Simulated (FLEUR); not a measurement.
# MnF2: which magnetic order is lowest, part 3 of 3

A self-consistent run ends on one state, which hangs on the start. Several orders of MnF2 are started in FLEUR and their energies compared.

FLEUR MaX-R8.1; LDA (VWN) with U = 4 eV on Mn d; all-electron FLAPW, Dirac cores, scalar-relativistic bands.

So far, largest spin moment in the muffin-tin sphere (μB): step 2 (order 1, typed as ferro ++) 4.72; step 3 (start 2: antiferro +-) 4.70.

### Step 5. Spin–orbit coupling, moments along [001]

Level of this step: LDA (VWN) with U = 4 eV on Mn d; all-electron FLAPW, Dirac cores, scalar-relativistic bands with spin-orbit coupling (FLEUR).

Spin–orbit coupling ties the spins to the lattice and lets orbital moments form.

A new self-consistent run of the start antiferro +-, with the moments along z.

inp.xml

```
<?xml version="1.0" encoding="UTF-8" standalone="no"?>
<fleurInput fleurInputVersion="0.39">
   <comment>
      MnF2
   </comment>
   <calculationSetup>
      <cutoffs Kmax="4.29" Gmax="12.9" GmaxXC="12.9" numbands="178"/>
      <scfLoop itmax="130" minDistance="0.0001" maxIterBroyd="15" imix="Anderson" alpha="0.05" precondParam="0.0" spinf="2.0" sdNocoIR="T"/>
      <coreElectrons ctail="T" frcor="F" kcrel="0" coretail_lmax="0"/>
      <xcFunctional name="vwn" relativisticCorrections="F"/>
      <magnetism jspins="2"/>
      <soc l_soc="T" theta="0.0" phi="0.0" spav="F"/>
      <expertModes spex="0" secvar="F"/>
      <geometryOptimization l_f="F" forcealpha="1.0" forcemix="BFGS" epsdisp="0.00001" epsforce="0.00001"/>
      <ldaU l_linMix="F" mixParam="0.05" spinf="1.0"/>
   </calculationSetup>
   <cell>
      <bzIntegration valenceElectrons="58.0" mode="hist" fermiSmearingEnergy="0.00183747">
         <kPointListSelection listName="default-1"/>
         <xi:include xmlns:xi="http://www.w3.org/2001/XInclude" href="kpts.xml"> </xi:include>
      </bzIntegration>
      <xi:include xmlns:xi="http://www.w3.org/2001/XInclude" href="sym.xml"> </xi:include>
      <bulkLattice scale="1.0">
         <bravaisMatrix>
            <row-1>    9.2101471860754796     0.0000000000000000     0.0000000000000000</row-1>
            <row-2>    0.0000000000000000     9.2101471860754796     0.0000000000000000</row-2>
            <row-3>    0.0000000000000000     0.0000000000000000     6.2563162807132198</row-3>
         </bravaisMatrix>
      </bulkLattice>
   </cell>
   <atomSpecies>
      <species name="Manganese 4.501" element="Mn" atomicNumber="25">
         <mtSphere radius="2.48" gridPoints="819" logIncrement="0.015"/>
         <atomicCutoffs lmax="10" lnonsphr="8"/>
         <electronConfig flipSpins="F">
            <coreConfig>(1s1/2) (2s1/2) (2p1/2) (2p3/2)</coreConfig>
            <valenceConfig>(3s1/2) (3p1/2) (3p3/2) (4s1/2) (3d3/2) (3d5/2)</valenceConfig>
            <stateOccupation state="(3d3/2)" spinUp="1.7505" spinDown="0.2495"/>
            <stateOccupation state="(3d5/2)" spinUp="3.0" spinDown="0.0"/>
         </electronConfig>
         <energyParameters s="4" p="4" d="3" f="4"/>
         <ldaU l="2" U="4.0" J="0.0" l_amf="F"/>
         <lo type="SCLO" l="0" n="3" eDeriv="0"/>
         <lo type="SCLO" l="1" n="3" eDeriv="0"/>
      </species>
      <species name="Manganese -4.501" element="Mn" atomicNumber="25">
         <mtSphere radius="2.48" gridPoints="819" logIncrement="0.015"/>
         <atomicCutoffs lmax="10" lnonsphr="8"/>
         <electronConfig flipSpins="F">
            <coreConfig>(1s1/2) (2s1/2) (2p1/2) (2p3/2)</coreConfig>
            <valenceConfig>(3s1/2) (3p1/2) (3p3/2) (4s1/2) (3d3/2) (3d5/2)</valenceConfig>
            <stateOccupation state="(3d3/2)" spinUp="0.2495" spinDown="1.7505"/>
            <stateOccupation state="(3d5/2)" spinUp="0.0" spinDown="3.0"/>
         </electronConfig>
         <energyParameters s="4" p="4" d="3" f="4"/>
         <ldaU l="2" U="4.0" J="0.0" l_amf="F"/>
         <lo type="SCLO" l="0" n="3" eDeriv="0"/>
         <lo type="SCLO" l="1" n="3" eDeriv="0"/>
      </species>
      <species name="Fluorine (F)" element="F" atomicNumber="9">
         <mtSphere radius="1.4" gridPoints="463" logIncrement="0.023"/>
         <atomicCutoffs lmax="6" lnonsphr="4"/>
         <electronConfig flipSpins="F">
            <coreConfig>(1s1/2)</coreConfig>
            <valenceConfig>(2s1/2) (2p1/2) (2p3/2)</valenceConfig>
            <stateOccupation state="(2p1/2)" spinUp="0.833333" spinDown="0.833333"/>
            <stateOccupation state="(2p3/2)" spinUp="1.666667" spinDown="1.666667"/>
         </electronConfig>
         <energyParameters s="2" p="2" d="3" f="4"/>
      </species>
   </atomSpecies>
   <atomGroups>
      <atomGroup species="Manganese 4.501">
         <relPos label="                   1">.0000000000 .0000000000 .0000000000</relPos>
         <force calculate="T" relaxXYZ="TTT"/>
      </atomGroup>
      <atomGroup species="Manganese -4.501">
         <relPos label="                   2">1.000/2.000 1.000/2.000 1.000/2.000</relPos>
         <force calculate="T" relaxXYZ="TTT"/>
      </atomGroup>
      <atomGroup species="Fluorine (F)">
         <relPos label="                   3">.3053000000 .3053000000 .0000000000</relPos>
         <relPos label="                   5">-.3053000000 -.3053000000 .0000000000</relPos>
         <force calculate="T" relaxXYZ="TTT"/>
      </atomGroup>
      <atomGroup species="Fluorine (F)">
         <relPos label="                   4">.1947000000 -.1947000000 1.000/2.000</relPos>
         <relPos label="                   6">-.1947000000 .1947000000 1.000/2.000</relPos>
         <force calculate="T" relaxXYZ="TTT"/>
      </atomGroup>
   </atomGroups>
   <output dos="F" band="F" slice="F">
      <bandDOS minEnergy="-.5*Htr" maxEnergy="0.5*Htr" sigma="0.015" storeEVData="T"/>
      <plotting iplot="0" polar="F">
         <plot TwoD="T" vec1="  1.0  0.0  0.0" vec2="  0.0  1.0  0.0" vec3="  0.0  0.0  1.0" zero="  0.0  0.0  0.0" file="plot"/>
      </plotting>
      <moessbauerParams electricFieldGradient="F" isomerShift="F" coreHyperfine="F" valenceHyperfine="F"/>
   </output>
</fleurInput>
```

crystal.txt

```
MnF2
&input film=F cartesian=F /
4.87380000000  0.00000000000  0.00000000000
0.00000000000  4.87380000000  0.00000000000
0.00000000000  0.00000000000  3.31070000000
1.8897261246
1.0 1.0 1.0

6
25 0.00000000000  0.00000000000  0.00000000000 : 4.501
25 0.50000000000  0.50000000000  0.50000000000 : -4.501
9 0.30530000000  0.30530000000  0.00000000000
9 0.19470000000  0.80530000000  0.50000000000
9 0.69470000000  0.69470000000  0.00000000000
9 0.80530000000  0.19470000000  0.50000000000

&soc 0.0000000 0.0000000 /
&kpt div1=6 div2=6 div3=6 gamma=T /
```

Launch:

```bash
$ OMP_NUM_THREADS=1 inpgen -f crystal.txt > inpgen.log  # inp.xml is then edited as shown
$ OMP_NUM_THREADS=1 mpirun -n 4 fleur_MPI > fleur.log
```

Log:

```text
[banner, memory and clock lines left out]
Welcome to FLEUR        (www.flapw.de)
      MaX-Release 8.1          (www.max-centre.eu)

 ========== k-point set info ==========
 Selected k-point list: default-1
 k-point list type: mesh
 6 x 6 x 6
 Number of k points: 80

 [... set-up left out ...]
 no density matrix found ... skipping LDA+U
 Complex matrix made real
 Complex matrix made real
 Reset of history
 Iteration:     1   Distance:      13.36721228 me/bohr^3
 Iteration:     2   Distance:      12.41461167 me/bohr^3
 Iteration:     3   Distance:      11.04740692 me/bohr^3
 Iteration:     4   Distance:       6.65087407 me/bohr^3
 Iteration:     5   Distance:       4.18478586 me/bohr^3
 Iteration:     6   Distance:       1.74240988 me/bohr^3
 Iteration:     7   Distance:       0.45980618 me/bohr^3
 Iteration:     8   Distance:       0.49524613 me/bohr^3
 Iteration:     9   Distance:       0.05109670 me/bohr^3
 Iteration:    10   Distance:       0.02022141 me/bohr^3
 Iteration:    11   Distance:       0.00496969 me/bohr^3
 Iteration:    12   Distance:       0.00421139 me/bohr^3
 Iteration:    13   Distance:       0.00080764 me/bohr^3
 Iteration:    14   Distance:       0.00026584 me/bohr^3
 Iteration:    15   Distance:       0.00018291 me/bohr^3
 Iteration:    16   Distance:       0.00003376 me/bohr^3

 ********************************************************************
 Run finished successfully
 Stop message:
   all done
 ********************************************************************

--- out.xml (last complete iteration) ---
<iteration numberForCurrentRun="   16" overallNumber="   16">
         [... left out ...]
         <bandgap value="3.2931977155" units="eV"/>
         <sumValenceSingleParticleEnergies value="-37.3082335006" units="Htr"/>
         <FermiEnergy value="0.0769677759" units="Htr"/>
         [... left out ...]
         <magneticMomentsInMTSpheres units="muBohr">
            <globalMagMoment atomType="1" vec="0.00000   0.00000   4.69810"/>
            <globalMagMoment atomType="2" vec="0.00000   0.00000  -4.69810"/>
            <globalMagMoment atomType="3" vec="0.00000   0.00000  -0.01806"/>
            <globalMagMoment atomType="4" vec="0.00000   0.00000   0.01806"/>
         </magneticMomentsInMTSpheres>
         <orbitalMomentsInMTSpheres units="muBohr">
            <globalMagMoment atomType="1" vec="0.00000   0.00000  -0.00042"/>
            <globalMagMoment atomType="2" vec="0.00000   0.00000   0.00042"/>
            <globalMagMoment atomType="3" vec="0.00000   0.00000  -0.00002"/>
            <globalMagMoment atomType="4" vec="0.00000   0.00000   0.00002"/>
         </orbitalMomentsInMTSpheres>
         [... left out ...]
         <totalEnergy value="    -2710.5398891244" units="Htr">
            <sumOfEigenvalues value="    -1548.6301202071">
               <coreElectrons value="-1511.3218867064"/>
               <valenceElectrons value="-37.3082335006"/>
            </sumOfEigenvalues>
         [... left out ...]
            <freeEnergy value="-2710.5398891244"/>
            <extrapolationTo0K value="-2710.5398891244"/>
         </totalEnergy>
         [... left out ...]
         <ldaUDensityMatrixConvergence>
            <distance spin="1" distance="0.000001"/>
            <distance spin="2" distance="0.000001"/>
         </ldaUDensityMatrixConvergence>
         <densityConvergence units="me/bohr^3">
            <chargeDensity spin="1" distance="0.0000185325"/>
            <chargeDensity spin="2" distance="0.0000185373"/>
            <overallChargeDensity distance="0.0000337569"/>
            <spinDensity distance="0.0000153181"/>
         </densityConvergence>
      </iteration>
```

Wall time 5.7 min (4 MPI ranks of Intel Xeon 6975P-C (Granite Rapids), shared host); peak memory 1.2 GiB.

Spin moment in the muffin-tin sphere by atom:

| atom | spin moment in the muffin-tin sphere (μB) |
| --- | --- |
| Mn1 | 4.70 |
| Mn2 | -4.70 |
| F3 | -0.02 |
| F4 | 0.02 |
| F5 | -0.02 |
| F6 | 0.02 |

Numbers from this step:

```yaml
free_energy: -73757.5479 eV
program_s_band_gap_on_this_mesh_in_a_metal_only_a_level_spacing: 3.293 eV
magnetization: 0 μB
final_state: antiferromagnetic
orbital_moment_along_the_spin: 0 μB
```

Orbital moment in the sphere, along the spin axis by atom:

| atom | orbital moment in the sphere, along the spin axis (μB) |
| --- | --- |
| Mn1 | -0.0004 |
| Mn2 | 0.0004 |
| F3 | 0.0000 |
| F4 | 0.0000 |
| F5 | 0.0000 |
| F6 | 0.0000 |

### Step 6. Results

| Item | Value |
| --- | --- |
| lowest state found | antiferromagnetic (typed antiferro +-) |
| largest site spin moment | 4.70 μB |
| next finished state | ferromagnetic, 20.6 meV a seeded atom higher |
| orbital moment on the atom of largest spin, along its spin (spin–orbit run) | -4.2e-4 μB |

In words: The lowest state found is antiferromagnetic, reached from the start antiferro +-, with moments up to 4.70 μB. The next finished state costs 21 meV a seeded atom. The shell is near half filling, where Hund's rules give no orbital moment. Only 2 starts were tried; other patterns of signs, canted and longer-period orders were not.

[Logs and program files are shortened in this print: banners, set-up blocks, solver, clock and traceback lines can be left out without a mark of their own.]

[Logs are printed without paths, hosts, clocks, repeated set-up lines and the standing remarks that a program may print on its own settings, such as how far it seeks lower states.]

[Hosts, paths, dates, database ids (printed as entryN), source tags and the programs' standing remarks are cut or masked in the printed files.]

[Where a cell is said to come from a database of computed structures, the database is the Materials Project.]
